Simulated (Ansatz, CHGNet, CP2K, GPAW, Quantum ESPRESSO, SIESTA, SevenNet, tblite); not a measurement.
**Other levels on random packing of B86H14 (at. %) (90 atoms)**

Density of this cell: 1.99 g/cm³. The cell holds 90 atoms: 77 B and 13 H. Cell: a = 8.907 Å, b = 8.907 Å, c = 8.907 Å, α = 90.0°, β = 90.0°, γ = 90.0°. 90 atoms (77 B, 13 H) packed at random in a cube at 1.99 g/cm³ and pushed apart as soft spheres; a start for melting by ab initio MD, not an equilibrated structure. Then every atom was moved at random, 0.02 Å r.m.s. a Cartesian component (hydrogen 0.6 of that).

Geometry: as built.

The reference, a calculation:

```
method                 : Kohn-Sham DFT, PBE, PAW, plane waves (Ansatz 0.2.0); cutoff 420 eV, Γ point, fermi-dirac smearing of 0.05 eV; PAW set soft_2
r.m.s. force component : 1.085 eV/Å
longest force          : 4.111 eV/Å
pressure               : -14.43 GPa
SCF cycles             : 8
time                   : 5.1 s on 4 threads of Arm Neoverse V1, shared host
CPU time               : 19 s
```

**Question.** The same geometry is run in other programs. How far does each lie from the reference, and what does it cost?
- CHGNet r2SCAN potential (CHGNet r2SCAN; 1 thread)
- QE PBE, sssp-1.3.0-efficiency, 45/360 Ry (Quantum ESPRESSO 7.5; 2 MPI ranks)
- GPAW PBE, LCAO szp(dzp), h 0.2 Å (GPAW 26.7.0; 1 thread)
- CHGNet 0.3.0 potential (CHGNet 0.3.0; 1 thread)
- CP2K PBE, DZVP-MOLOPT-SR, 450/50 Ry, diagonalisation (CP2K 2026.2; 4 MPI ranks)
- CP2K revPBE, PBE potentials, DZVP-MOLOPT-SR, 450/50 Ry, diagonalisation (CP2K 2026.2; 4 MPI ranks)
- QE PBE, sg15-1.2, 80/320 Ry (Quantum ESPRESSO 7.5; 4 MPI ranks)
- QE PBE, gbrv-1.5, 40/200 Ry (Quantum ESPRESSO 7.5; 2 MPI ranks)
- CP2K PBE, DZVP-MOLOPT-SR, 450/20 Ry, diagonalisation (CP2K 2026.2; 4 MPI ranks)
- SevenNet 0 potential (SevenNet 0; 1 thread)

Differences are against the plane-wave reference, forces as r.m.s. over components; share is that over the reference's r.m.s. force, slope the least-squares factor from reference forces to these. Total energies of different programs have different zeros and aren't compared.

| run | Δ force, r.m.s. (meV/Å) | share (%) | slope | Δ pressure (GPa) | cores | CPU time | memory (GiB) |
| --- | --- | --- | --- | --- | --- | --- | --- |
| reference | - | - | - | - | 4 | 19 s | 0.90 |
| CHGNet r2SCAN potential | 814 | 75.0 | 0.983 | -3.59 | 1 | 5.6 s | 2.5 |
| QE PBE, sssp-1.3.0-efficiency, 45/360 Ry | 14.1 | 1.30 | 0.995 | -0.283 | 2 | 1.8 min | 1.4 |
| GPAW PBE, LCAO szp(dzp), h 0.2 Å (coarse) | 300 | 27.6 | 1.073 | - | 1 | 6.5 min | 0.88 |
| CHGNet 0.3.0 potential | 604 | 55.7 | 0.894 | 1.20 | 1 | 5.1 s | 2.5 |
| CP2K PBE, DZVP-MOLOPT-SR, 450/50 Ry, diagonalisation | 31.4 | 2.89 | 1.008 | -0.108 | 4 | 9.6 min | 2.4 |
| CP2K revPBE, PBE potentials, DZVP-MOLOPT-SR, 450/50 Ry, diagonalisation | 39.8 | 3.67 | 1.008 | 0.183 | 4 | 9.1 min | 2.4 |
| QE PBE, sg15-1.2, 80/320 Ry | 41.1 | 3.79 | 0.986 | -0.521 | 4 | 3.4 min | 1.0 |
| QE PBE, gbrv-1.5, 40/200 Ry | 14.2 | 1.31 | 0.995 | -0.245 | 2 | 77 s | 0.73 |
| CP2K PBE, DZVP-MOLOPT-SR, 450/20 Ry, diagonalisation (coarse) | 31.4 | 2.89 | 1.008 | -0.101 | 4 | 5.2 min | 2.4 |
| SevenNet 0 potential | 686 | 63.2 | 0.758 | 1.00 | 1 | 10 s | 1.3 |

Rows marked coarse were listed beforehand as settings not expected to be converged; some can still land near the reference.

Times of the machine-learned potentials are mostly Python's start and the loading of weights.

CPU time is summed over cores on a shared host, where runs went side by side, so it is rough. Symmetry, cutoffs, thresholds, outputs and thread counts weren't matched or tuned between programs; memory under MPI is the largest rank's times the ranks.

PBE on plane waves or a grid with other potentials, cutoffs or grids, coarse settings apart, differs from the reference by 1.3 % (QE PBE, sssp-1.3.0-efficiency, 45/360 Ry) to 3.8 % (QE PBE, sg15-1.2, 80/320 Ry) of the r.m.s. force; this holds the reference's own error, so differences of a few per cent don't tell which side is nearer the exact PBE result (QE's 45 Ry are 612 eV, against the reference's 420 eV). The PBE run in local orbitals, coarse settings apart, differs by 2.9 % (CP2K PBE, DZVP-MOLOPT-SR, 450/50 Ry, diagonalisation); basis, grid and potentials can all enter. Machine-learned potentials differ by 56 % (CHGNet 0.3.0 potential) to 75 % (CHGNet r2SCAN potential); they were trained on other programs' data, some at another functional. The cause of differences this large wasn't tested. Among those trained on PBE data the slope goes as low as 0.76, with a correlation of 0.79, so directions differ as well as sizes. Rows with another functional or a dispersion term differ by 3.7 % (CP2K revPBE, PBE potentials, DZVP-MOLOPT-SR, 450/50 Ry, diagonalisation), which mixes the change of model with differences of basis and potentials, some of them made for another functional. Machine-learned potentials mimic data converged in k, so the reference's own k-point error enters their differences. The electronic-structure runs sample only Γ, in a cell whose shortest periodic width is 9 Å, which is coarse for a cell with partly filled levels.

[Logs are printed without paths, hosts, clocks, repeated set-up lines and the standing remarks that a program may print on its own settings, such as how far it seeks lower states.]

[Hosts, paths, dates, database ids (printed as entryN), source tags and the programs' standing remarks are cut or masked in the printed files.]
